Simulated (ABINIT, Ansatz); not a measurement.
# How the form of the self-energy moves the gap of SrTiO3 (Tausonite)

Aim: compare treatments of exchange, screening and correlation for the gap of SrTiO3 (Tausonite).

Method: PBE and many-body steps on it, plane waves, in ABINIT 10.8.3.

**What was measured.**

- Gap 3.77 eV: direct gap (M0 critical point); spectroscopic ellipsometry, second-derivative fit; 300 K; bulk crystal (commercial single crystal) (“Optical probe of ferroelectric order in bulk and thin film perovskite titanates”, 2013, arxiv:1309.1245).

Most raw output is cut from this account.

**1. Set-up**

Symmetry: Pm-3m, No. 221, cubic system. Conventional cell: a = 3.905 Å, b = 3.905 Å, c = 3.905 Å, α = 90.00°, β = 90.00°, γ = 90.00°. Sr has 12 O at 2.76 Å nearest. Nearest to Ti lie 6 O at 1.95 Å. Nearest to O lie 2 Ti at 1.95 Å and 4 Sr at 2.76 Å. Farther neighbours and most contacts between anions are not listed.

The cell and positions come from the Crystallography Open Database and are kept as given unless a step says otherwise.

**2. Empty states on the mesh, 4×4×4 mesh, 562 bands**

This step: ABINIT 10.8.3; DFT, PBE, plane waves, norm-conserving pseudopotentials.

The sums over transitions need many empty states on a uniform mesh; this step solves for them.

Contents of run.abi:

```
acell 3*1.0 Angstrom
rprim 
  3.905280000000 0.000000000000 0.000000000000
  0.000000000000 3.905280000000 0.000000000000
  0.000000000000 0.000000000000 3.905280000000
ntypat 3
znucl 38 22 8
natom 5
typat 1 2 3 3 3
xred 
  0.500000000000 0.500000000000 0.500000000000
  0.000000000000 0.000000000000 0.000000000000
  0.500000000000 0.000000000000 0.000000000000
  0.000000000000 0.500000000000 0.000000000000
  0.000000000000 0.000000000000 0.500000000000
pp_dirpath "pseudos"
pseudos "Sr.upf, Ti.upf, O.upf"
ecut 38
ngkpt 4 4 4
nshiftk 1
shiftk 0 0 0
kptopt 1
chksymbreak 0
irdden 1
istwfk *1
nband 562
prtvol 0
optdriver 6
gwr_task "HDIAGO"
paral_kgb 0
occopt 1
indata_prefix "in"
outdata_prefix "out"
tmpdata_prefix "tmp"
```

Launch:

```
> OMP_NUM_THREADS=1 mpirun -n 4 abinit run.abi > log
```

Run time: 3.6 min. Hardware: 4 MPI ranks of Arm Neoverse V2, shared host; peak memory 4.7 GiB.

Numbers from this step:

```yaml
gap: 1.908 eV
k_of_the_valence_top: 0.5, 0.5, 0.5
k_of_the_conduction_bottom: 0, 0, 0
least_direct_gap: 2.263 eV
k_points_computed: 10
lowest_point_of_the_top_converged_band_above_the_valence_top: 233.8938 eV
```

On this mesh the gap is 1.908 eV.

The density comes from a self-consistent run that is not shown.

**3. Screening, 4×4×4 mesh, 238 bands, screening to 212.2 eV**

The RPA dielectric matrix is built and inverted for each q.

This step: RPA screening on PBE, plane waves, norm-conserving pseudopotentials.

run.abi, as its differences from that of step 2:

```diff
@@ -23,10 +23,11 @@
 chksymbreak 0
-irdden 1
 istwfk *1
-nband 562
-prtvol 0
-optdriver 6
-gwr_task "HDIAGO"
-paral_kgb 0
 occopt 1
+irdwfk 1
+optdriver 3
+nband 238
+ecuteps 7.8
+inclvkb 2
+awtr 1
+symchi 1
 indata_prefix "in"
```

It took 4.2 min on 4 MPI ranks; peak memory 1.9 GiB; 17 min of CPU time.

This step gave:

```yaml
eps_infinity_with_local_fields_on_this_mesh_along_the_program_s_q_direction: 6.389
the_same_without_local_fields: 6.777
plasma_frequency: 30.43 eV
plane_waves_in_the_screening_matrix: 437
```

Local fields lower ε∞ by 6 %. On a Γ-centred mesh this coarse the value itself is usually too large, while a short band sum pulls it down.

**4. G0W0, Godby-Needs plasmon pole**

The self-energy is evaluated for the states that the input lists, and the levels follow from it, in one-shot runs by the linearised quasiparticle equation.

This step: G0W0 on PBE, plane waves, norm-conserving pseudopotentials.

run.abi, as its differences from that of step 3:

```diff
@@ -26,8 +26,17 @@
 irdwfk 1
-optdriver 3
+optdriver 4
 nband 238
+gwcalctyp 0
+ecutsigx 38
+symsigma 1
+nkptgw 2
+kptgw 
+  0.5000000000 0.5000000000 0.5000000000
+  0.0000000000 0.0000000000 0.0000000000
+bdgw 
+  18 23
+  18 23
 ecuteps 7.8
-inclvkb 2
-awtr 1
-symchi 1
+irdscr 1
+ppmodel 1
 indata_prefix "in"
```

The job ended after 56 s (4 MPI ranks; peak memory 2 GiB).

Numbers from this step:

```
G0W0 gap on the points computed              : 3.478 eV
starting gap on the mesh                     : 1.908 eV
k of the valence top                         : 0.5, 0.5, 0.5
k of the conduction bottom                   : 0, 0, 0
Z at the valence top                         : 0.766
Z at the conduction bottom                   : 0.78
least direct G0W0 gap on the computed points : 3.854 eV
```

The gap on the mesh goes from 1.91 eV to 3.48 eV, a correction of +1.57 eV.

**5. G0W0, von der Linden-Horsch plasmon pole**

run.abi, as its differences from that of step 4:

```diff
@@ -40,3 +40,3 @@
 irdscr 1
-ppmodel 1
+ppmodel 3
 indata_prefix "in"
```

Elapsed: 24 s, on 4 MPI ranks; peak memory 1.8 GiB; 97 s of CPU time.

Numbers from this step:

```
G0W0 gap on the points computed              : 3.639 eV
starting gap on the mesh                     : 1.908 eV
k of the valence top                         : 0.5, 0.5, 0.5
k of the conduction bottom                   : 0, 0, 0
Z at the valence top                         : 0.836
Z at the conduction bottom                   : 0.846
least direct G0W0 gap on the computed points : 4.012 eV
```

Against G0W0 in ABINIT (4×4×4 mesh, 238 bands, screening to 212.2 eV, Godby-Needs plasmon pole), the gap moves by +0.161 eV.

**6. G0W0, Engel-Farid plasmon pole**

run.abi, as its differences from that of step 5:

```diff
@@ -40,3 +40,3 @@
 irdscr 1
-ppmodel 3
+ppmodel 4
 indata_prefix "in"
```

Wall time 25 s (4 MPI ranks); peak memory 1.8 GiB.

This step gave:

```
G0W0 gap on the points computed              : 3.613 eV
starting gap on the mesh                     : 1.908 eV
k of the valence top                         : 0.5, 0.5, 0.5
k of the conduction bottom                   : 0, 0, 0
least direct G0W0 gap on the computed points : 4 eV
```

Against G0W0 in ABINIT (4×4×4 mesh, 238 bands, screening to 212.2 eV, Godby-Needs plasmon pole), the gap moves by +0.135 eV.

**7. One-shot Hartree-Fock**

This step: one-shot Hartree-Fock on PBE, plane waves, norm-conserving pseudopotentials.

run.abi, as its differences from that of step 6:

```diff
@@ -27,4 +27,4 @@
 optdriver 4
-nband 238
-gwcalctyp 0
+nband 24
+gwcalctyp 5
 ecutsigx 38
@@ -38,5 +38,4 @@
   18 23
-ecuteps 7.8
-irdscr 1
-ppmodel 4
+ixc_sigma 40
+fftgw 31
 indata_prefix "in"
```

The job ended after 3.8 s (4 MPI ranks; peak memory 0.86 GiB; 15 s of CPU time).

Numbers from this step:

```
quasiparticle gap on the points computed              : 14.33 eV
starting gap on the mesh                              : 1.908 eV
k of the valence top                                  : 0.5, 0.5, 0.5
k of the conduction bottom                            : 0, 0, 0
least direct quasiparticle gap on the computed points : 14.52 eV
```

Against G0W0 in ABINIT (4×4×4 mesh, 238 bands, screening to 212.2 eV, Godby-Needs plasmon pole), the gap moves by +10.856 eV.

**8. Screening, 4×4×4 mesh, 238 bands, screening to 212.2 eV**

This step: RPA screening on PBE, plane waves, norm-conserving pseudopotentials.

run.abi, as its differences from that of step 7:

```diff
@@ -26,16 +26,13 @@
 irdwfk 1
-optdriver 4
-nband 24
-gwcalctyp 5
-ecutsigx 38
-symsigma 1
-nkptgw 2
-kptgw 
-  0.5000000000 0.5000000000 0.5000000000
-  0.0000000000 0.0000000000 0.0000000000
-bdgw 
-  18 23
-  18 23
-ixc_sigma 40
-fftgw 31
+optdriver 3
+nband 238
+ecuteps 7.8
+inclvkb 2
+awtr 1
+symchi 1
+gwcalctyp 2
+nfreqre 16
+freqremax 40 eV
+nfreqim 8
+spmeth 0
 indata_prefix "in"
```

Wall time 40 min (4 MPI ranks); peak memory 2.1 GiB; 2.7 h of CPU time.

This step gave:

```
ε∞ with local fields, on this mesh, along the program's q direction : 6.389
the same without local fields                                       : 6.777
plasma frequency                                                    : 30.43 eV
plane waves in the screening matrix                                 : 437
```

**9. G0W0, contour deformation**

This step: G0W0 on PBE, plane waves, norm-conserving pseudopotentials.

run.abi, as its differences from that of step 8:

```diff
@@ -26,13 +26,16 @@
 irdwfk 1
-optdriver 3
+optdriver 4
 nband 238
+gwcalctyp 2
+ecutsigx 38
+symsigma 1
+nkptgw 2
+kptgw 
+  0.5000000000 0.5000000000 0.5000000000
+  0.0000000000 0.0000000000 0.0000000000
+bdgw 
+  18 23
+  18 23
 ecuteps 7.8
-inclvkb 2
-awtr 1
-symchi 1
-gwcalctyp 2
-nfreqre 16
-freqremax 40 eV
-nfreqim 8
-spmeth 0
+irdscr 1
 indata_prefix "in"
```

The job ended after 42 s (4 MPI ranks; peak memory 3 GiB; 2.8 min of CPU time).

Numbers from this step:

```
G0W0 gap on the points computed              : 3.511 eV
starting gap on the mesh                     : 1.908 eV
k of the valence top                         : 0.5, 0.5, 0.5
k of the conduction bottom                   : 0, 0, 0
least direct G0W0 gap on the computed points : 3.889 eV
```

Against G0W0 in ABINIT (4×4×4 mesh, 238 bands, screening to 212.2 eV, Godby-Needs plasmon pole), the gap moves by +0.033 eV.

**10. Side by side**

Times are wall times on 4 MPI ranks of Arm Neoverse V2, shared host, good to a factor of about two. A run's time includes the screening step that it read.

```csv
run,mesh,bands,screening cutoff (eV),DFT gap (eV),gap on the mesh (eV),direct (eV),ε∞ used,time
"G0W0, Godby-Needs plasmon pole",4×4×4,238,212.2,1.908,3.478,3.854,6.39,5.1 min
"G0W0, von der Linden-Horsch plasmon pole",4×4×4,238,212.2,1.908,3.639,4.012,6.39,4.6 min
"G0W0, Engel-Farid plasmon pole",4×4×4,238,212.2,1.908,3.613,4.000,6.39,4.6 min
one-shot Hartree-Fock,4×4×4,-,-,1.908,14.334,14.520,-,3.8 s
"G0W0, contour deformation",4×4×4,238,212.2,1.908,3.511,3.889,6.39,41 min
```

**11. What came out**

```yaml
g0w0_godby_needs_plasmon_pole: 3.478 eV
g0w0_von_der_linden_horsch_plasmon_pole: 3.639 eV
g0w0_engel_farid_plasmon_pole: 3.613 eV
one_shot_hartree_fock: 14.334 eV
g0w0_contour_deformation: 3.511 eV
known_limits: not at the basis limit; no spin-orbit coupling; coarse k mesh
```

G0W0, von der Linden-Horsch plasmon pole: +0.161 eV against G0W0, Godby-Needs plasmon pole. G0W0, Engel-Farid plasmon pole: +0.135 eV against G0W0, Godby-Needs plasmon pole. One-shot Hartree-Fock: +10.856 eV against G0W0, Godby-Needs plasmon pole. G0W0, contour deformation: +0.033 eV against G0W0, Godby-Needs plasmon pole. Bare exchange alone opens the gap to 14.33 eV; against G0W0, correlation takes back 10.86 eV. Against experiment, by G0W0, Godby-Needs plasmon pole: the direct gap of 3.85 eV lies +0.08 eV from the measured 3.77 eV (direct, 300 K, 2013). An exciton line or allowed optical edge lies below the quasiparticle gap by the binding energy; a forbidden edge can push the onset above it. These are gaps on the mesh, at modest bands and cutoff. The calculation has static nuclei and no excitons; a measured gap holds zero-point and thermal motion, which mostly lowers it. Bands and cutoff are finite, so the gap is not at the basis limit. The miss can reach some tenths of an eV and take either sign; the mesh is an error of its own. In the G0W0 runs levels were corrected at 2 k points alone, so a gap called «on the mesh» is the least over those, and an edge elsewhere would be missed. The 4×4×4 mesh is coarse for this cell, which bears on the long-range parts of exchange and screening. This is the ideal cubic cell; many perovskites, halides above all, are cubic only on average, and local tilts or off-centring can widen the gap. The many-body steps are scalar-relativistic: spin-orbit coupling is not in them.

[Paths, hosts, dates, memory and timing lines, banners, echoed tables and standing remarks are left out of the program output.]

[Logs are printed without paths, hosts, clocks, repeated set-up lines and the standing remarks that a program may print on its own settings, such as how far it seeks lower states.]

[Runs of the session that timed out or met a known fault of the program may be left out.]

[Hosts, paths, dates, database ids (printed as entryN), source tags and the programs' standing remarks are cut or masked in the printed files.]

[G0W0 gaps are taken among the corrected bands and points alone; a level outside them can change the order at an edge.]

[Where Ansatz stands beside ABINIT at settings called matched, ABINIT's density can come from a denser mesh and the files from another edition; pairs whose starting gaps differed by over 0.03 eV were left out, so agreement reads better than it is.]
